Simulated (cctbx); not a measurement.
# A crystallographic session in cctbx: LiCr2Cl5

Library: cctbx 2025.11. The data are simulated by the first script.

## 1. Simulate the data

run.py:

```python
from cctbx import adptbx, crystal, miller, sgtbx, xray
from cctbx.array_family import flex
from iotbx.shelx import hklf
from scitbx import matrix
import scitbx.random

cs = crystal.symmetry(unit_cell=(14.879, 6.656, 6.842, 90, 91.31, 90), space_group_symbol='Hall: -C 2yc')  # C2/c
atoms = [  # label, site, U (iso, or U11 U22 U33 U12 U13 U23 in A^2), occupancy
    ("Cr1", (0.0935, 0.2516, 0.5328), (0.0097, 0.0107, 0.0106, 0.0011, 0.0014, -0.0012), 0.85),
    ("Cl1", (0, 0.963, 0.75), (0.0228, 0.0090, 0.0067, 0.0000, 0.0003, 0.0000), 1),
    ("Cl2", (0.0891, 0.3867, 0.9002), (0.0168, 0.0150, 0.0161, -0.0002, 0.0003, 0.0004), 1),
    ("Cl3", (0.2215, 0.902, 0.8462), (0.0183, 0.0185, 0.0185, -0.0037, 0.0022, 0.0002), 1),
    ("Li1", (0.25, 0.25, 0), (0.0130, 0.0158, 0.0199, 0.0020, -0.0012, 0.0079), 1),
]
xs = xray.structure(crystal_symmetry=cs)
for label, site, u, occ in atoms:
    u = adptbx.u_cif_as_u_star(cs.unit_cell(), u) if isinstance(u, tuple) else u
    xs.add_scatterer(xray.scatterer(label, site=site, u=u, occupancy=occ))
xs.set_inelastic_form_factors(0.4959, "sasaki")
xs.show_summary()
p1 = xs.expand_to_p1()
ms = miller.build_set(p1, anomalous_flag=True, d_min=0.6)
flex.set_random_seed(740897)
scitbx.random.set_random_seed(740897)
ms = ms.select(flex.random_double(ms.size()) < 0.95)
i = ms.structure_factors_from_scatterers(p1, algorithm="direct").f_calc().as_intensity_array().data()
i = i / flex.sqrt(1 + 0.3 * i / flex.max(i))  # extinction
i = i * 70000 / flex.max(i)
sig = flex.sqrt(i + flex.pow2(0.02 * i) + 4 ** 2)
noise = scitbx.random.variate(scitbx.random.normal_distribution())(i.size())
data = ms.array(data=i + sig * noise, sigmas=sig).set_observation_type_xray_intensity()
with open("data.hkl", "w") as f:
    data.export_as_shelx_hklf(f)
print("reflections written:", data.size(), " <I/sigma> = %.1f" % flex.mean(data.data() / data.sigmas()))
for h, a, b in list(data.sort("data"))[:12]:
    print("%4d%4d%4d %9.1f %7.1f" % (h + (a, b)))
```

```console
$ python run.py
```

```text
Number of scatterers: 5
At special positions: 2
Unit cell: (14.879, 6.656, 6.842, 90, 91.31, 90)
Space group: C 1 2/c 1 (No. 15)
reflections written: 12475  <I/sigma> = 11.5
   6   0  -2   70143.4  1424.8
  -6   0   2   69597.2  1424.8
  -6   0   0   63396.7  1320.9
   3  -3  -1   63077.8  1280.1
  -3  -3   1   61988.9  1280.1
   3   3  -1   61981.8  1280.1
  -3   3   1   60722.6  1280.1
   3   3   1   55087.6  1146.6
  -3   3  -1   54324.9  1146.6
  -3  -3  -1   53893.2  1146.6
   3  -3   1   53760.9  1146.6
  -4   0  -2   50836.9  1042.8
```

Run time: 0.28 s on 1 thread of Arm Neoverse V2, with other jobs on the host, peak memory 0.07 GiB.

## 2. Refinement

run.py:

```python
import math
from cctbx import adptbx, crystal, maptbx, sgtbx, xray
from cctbx.array_family import flex
from cctbx.xray import observations
from iotbx.shelx import hklf
from scitbx.lstbx import normal_eqns_solving
from smtbx import absolute_structure, utils
from smtbx.refinement import constraints, least_squares

cs = crystal.symmetry(unit_cell=(14.879, 6.656, 6.842, 90, 91.31, 90), space_group_symbol='Hall: -C 2yc')  # C2/c
atoms = [  # label, site, U (iso, or U11 U22 U33 U12 U13 U23 in A^2), occupancy
    ("Cr1", (0.0935, 0.2516, 0.5328), 0.0200, 1),
    ("Cl1", (0, 0.963, 0.75), 0.0200, 1),
    ("Cl2", (0.0891, 0.3867, 0.9002), 0.0200, 1),
    ("Cl3", (0.2215, 0.902, 0.8462), 0.0200, 1),
    ("Li1", (0.25, 0.25, 0), 0.0200, 1),
]
xs = xray.structure(crystal_symmetry=cs)
for label, site, u, occ in atoms:
    u = adptbx.u_cif_as_u_star(cs.unit_cell(), u) if isinstance(u, tuple) else u
    xs.add_scatterer(xray.scatterer(label, site=site, u=u, occupancy=occ))
xs.set_inelastic_form_factors(0.4959, "sasaki")
xs.convert_to_anisotropic()
raw = hklf.reader(file_name="data.hkl").as_miller_arrays(crystal_symmetry=cs, anomalous=True)[0]
merged = raw.eliminate_sys_absent().merge_equivalents()
fo2 = merged.array().set_observation_type_xray_intensity()
print("Rint %.3f, %d unique reflections to %.2f A" % (merged.r_int(), fo2.size(), fo2.d_min()))
for sc in xs.scatterers():
    sc.flags.set_grad_site(True)
    sc.flags.set_grad_u_aniso(sc.flags.use_u_aniso())
    sc.flags.set_grad_u_iso(sc.flags.use_u_iso())
obs = fo2.as_xray_observations()
extra = {}
rep = constraints.reparametrisation(xs, [], utils.connectivity_table(xs), **extra)
ls = least_squares.crystallographic_ls(obs, rep, weighting_scheme=least_squares.mainstream_shelx_weighting(a=0, b=0))
print("cycle     R1     wR2    GooF  max shift (A)")
for cycle in range(12):
    ls.build_up()
    r1, wr2, goof = ls.r1_factor(cutoff_factor=2)[0], ls.wR2(), ls.goof()
    old = xs.sites_cart()
    normal_eqns_solving.levenberg_marquardt_iterations(ls, n_max_iterations=3, tau=1e-06, step_threshold=1e-7)
    big = flex.max((xs.sites_cart() - old).norms())
    print("%4d %7.4f %7.4f %7.3f %9.5f" % (cycle + 1, r1, wr2, goof, big))
    ls.build_up(objective_only=True)
    if abs(ls.wR2() - wr2) < 5e-5 and big < 5e-4:
        break
ls.build_up()
print("final R1 %.4f wR2 %.4f GooF %.3f  parameters %d  data/parameter %.1f" % (ls.r1_factor(cutoff_factor=2)[0], ls.wR2(), ls.goof(), ls.n_parameters, fo2.size() / ls.n_parameters))
cov = ls.covariance_matrix_and_annotations()
su = dict(zip(cov.annotations, (math.sqrt(max(v, 0)) for v in cov.matrix.matrix_packed_u_diagonal())))
a2 = cs.unit_cell().reciprocal_parameters()[0] ** -2
print("atom        x        y        z      Ueq    occ   su(xyz)  su(Uiso or U11)")
for sc in xs.scatterers():
    s = max(su.get(sc.label + k, 0) for k in (".x", ".y", ".z"))
    npd = "" if sc.is_positive_definite_u(cs.unit_cell()) else "  NPD"
    print("%-5s %8.5f %8.5f %8.5f %8.4f %6.3f %8.5f %7.4f%s" % ((sc.label,) + sc.site + (sc.u_iso_or_equiv(cs.unit_cell()), sc.occupancy, s, su.get(sc.label + ".uiso", su.get(sc.label + ".u11", 0) * a2), npd)))
fo = fo2.f_sq_as_f()
fc = fo.structure_factors_from_scatterers(xs, algorithm="direct").f_calc()
diff = fo.f_obs_minus_f_calc(1 / math.sqrt(ls.scale_factor()), fc).average_bijvoet_mates()
m = diff.fft_map(symmetry_flags=maptbx.use_space_group_symmetry, resolution_factor=0.25).apply_volume_scaling()
print("difference map: max %.2f min %.2f rms %.2f" % (m.statistics().max(), m.statistics().min(), m.statistics().sigma()))
peaks = m.peak_search(parameters=maptbx.peak_search_parameters(min_distance_sym_equiv=0.6, max_clusters=6)).all()
near = xs.closest_distances(peaks.sites(), distance_cutoff=4)
sps = cs.special_position_settings(min_distance_sym_equiv=0.5)
for k, (x, h) in enumerate(zip(peaks.sites(), peaks.heights())):
    ss = sps.site_symmetry(x)
    print("Q%-3d %7.4f %7.4f %7.4f %4d %7.2f  %.2f A from %s" % ((k + 1,) + tuple(t % 1 for t in ss.exact_site()) + (ss.multiplicity(), h, near.smallest_distances[k], xs.scatterers()[near.i_seqs[k]].label)))
```

```console
$ python run.py
```

```text
Rint 0.017, 1645 unique reflections to 0.60 A
cycle     R1     wR2    GooF  max shift (A)
   1  0.1224  0.2957  14.621   0.00145
   2  0.0394  0.1234   6.098   0.00001
final R1 0.0394 wR2 0.1234 GooF 6.098  parameters 38  data/parameter 43.3
atom        x        y        z      Ueq    occ   su(xyz)  su(Uiso or U11)
Cr1    0.09349  0.25164  0.53279   0.0121  1.000  0.00007  0.0002
Cl1    0.00000  0.96279  0.75000   0.0096  1.000  0.00011  0.0003
Cl2    0.08908  0.38649  0.90018   0.0127  1.000  0.00009  0.0002
Cl3    0.22156  0.90186  0.84629   0.0150  1.000  0.00010  0.0003
Li1    0.25000  0.25000  0.00000   0.0151  1.000  0.00000  0.0025
difference map: max 2.17 min -1.92 rms 0.26
Q1    0.0000  0.0139  0.2500    4    2.18  0.16 A from Cl1
Q2    0.2155  0.0611  0.3371    8    1.94  0.27 A from Cl3
Q3    0.0895  0.4212  0.9060    8    1.91  0.23 A from Cl2
Q4    0.1239  0.2460  0.9680    8    0.41  1.16 A from Cl2
Q5    0.2500  0.2500  0.0000    4    0.40  0.00 A from Li1
Q6    0.0865  0.2602  0.0274    8    0.32  1.21 A from Cl2
```

Time: 0.41 s.

This run holds a fault made on purpose: disorder ignored: each site full, of its main element.

## 3. Refinement (occupancies of the disordered sites free, main element alone)

run.py, as its changes from the last script of this kind:

```diff
@@ -12,5 +12,5 @@
-    ("Cr1", (0.0935, 0.2516, 0.5328), 0.0200, 1),
-    ("Cl1", (0, 0.963, 0.75), 0.0200, 1),
-    ("Cl2", (0.0891, 0.3867, 0.9002), 0.0200, 1),
-    ("Cl3", (0.2215, 0.902, 0.8462), 0.0200, 1),
-    ("Li1", (0.25, 0.25, 0), 0.0200, 1),
+    ("Cr1", (0.09349, 0.25164, 0.53279), 0.0120, 1),
+    ("Cl1", (0, 0.96279, 0.75), 0.0120, 1),
+    ("Cl2", (0.08908, 0.38649, 0.90018), 0.0120, 1),
+    ("Cl3", (0.22156, 0.90186, 0.84629), 0.0120, 1),
+    ("Li1", (0.25, 0.25, 0), 0.0120, 1),
@@ -31,0 +32 @@
+    sc.flags.set_grad_occupancy(sc.label in ('Cr1',))
@@ -37 +38 @@
-for cycle in range(12):
+for cycle in range(20):
@@ -56,0 +58 @@
+print("su of occupancy Cr1: %.3f" % su["Cr1.occ"])
```

```console
$ python run.py
```

```text
Rint 0.017, 1645 unique reflections to 0.60 A
cycle     R1     wR2    GooF  max shift (A)
   1  0.0868  0.2272  11.236   0.00066
   2  0.0270  0.0797   3.940   0.00037
   3  0.0196  0.0546   2.701   0.00018
   4  0.0154  0.0400   1.980   0.00009
   5  0.0131  0.0320   1.584   0.00005
   6  0.0118  0.0280   1.382   0.00003
   7  0.0112  0.0260   1.287   0.00002
   8  0.0110  0.0252   1.244   0.00001
   9  0.0108  0.0248   1.226   0.00001
  10  0.0108  0.0246   1.218   0.00000
  11  0.0107  0.0246   1.214   0.00000
final R1 0.0107 wR2 0.0245 GooF 1.213  parameters 39  data/parameter 42.2
atom        x        y        z      Ueq    occ   su(xyz)  su(Uiso or U11)
Cr1    0.09350  0.25159  0.53278   0.0101  0.852  0.00001  0.0000
Cl1    0.00000  0.96297  0.75000   0.0125  1.000  0.00002  0.0001
Cl2    0.08910  0.38669  0.90023   0.0157  1.000  0.00002  0.0001
Cl3    0.22151  0.90201  0.84622   0.0181  1.000  0.00002  0.0001
Li1    0.25000  0.25000  0.00000   0.0161  1.000  0.00000  0.0005
su of occupancy Cr1: 0.001
difference map: max 0.21 min -0.45 rms 0.08
Q1    0.2247  0.1188  0.1192    8    0.23  1.26 A from Li1
Q2    0.0173  0.4598  0.4979    8    0.21  1.63 A from Cl2
Q3    0.0710  0.0433  0.6771    8    0.19  1.29 A from Cl1
Q4    0.1756  0.4489  0.5130    8    0.19  1.80 A from Cr1
Q5    0.0434  0.3928  0.6060    8    0.18  1.31 A from Cr1
Q6    0.2048  0.3901  0.0665    8    0.18  1.24 A from Li1
```

It took 0.86 s on 1 thread of Arm Neoverse V2, with other jobs on the host, peak memory 0.09 GiB.

[Logs are printed without paths, hosts, clocks, repeated set-up lines and the standing remarks that a program may print on its own settings, such as how far it seeks lower states.]
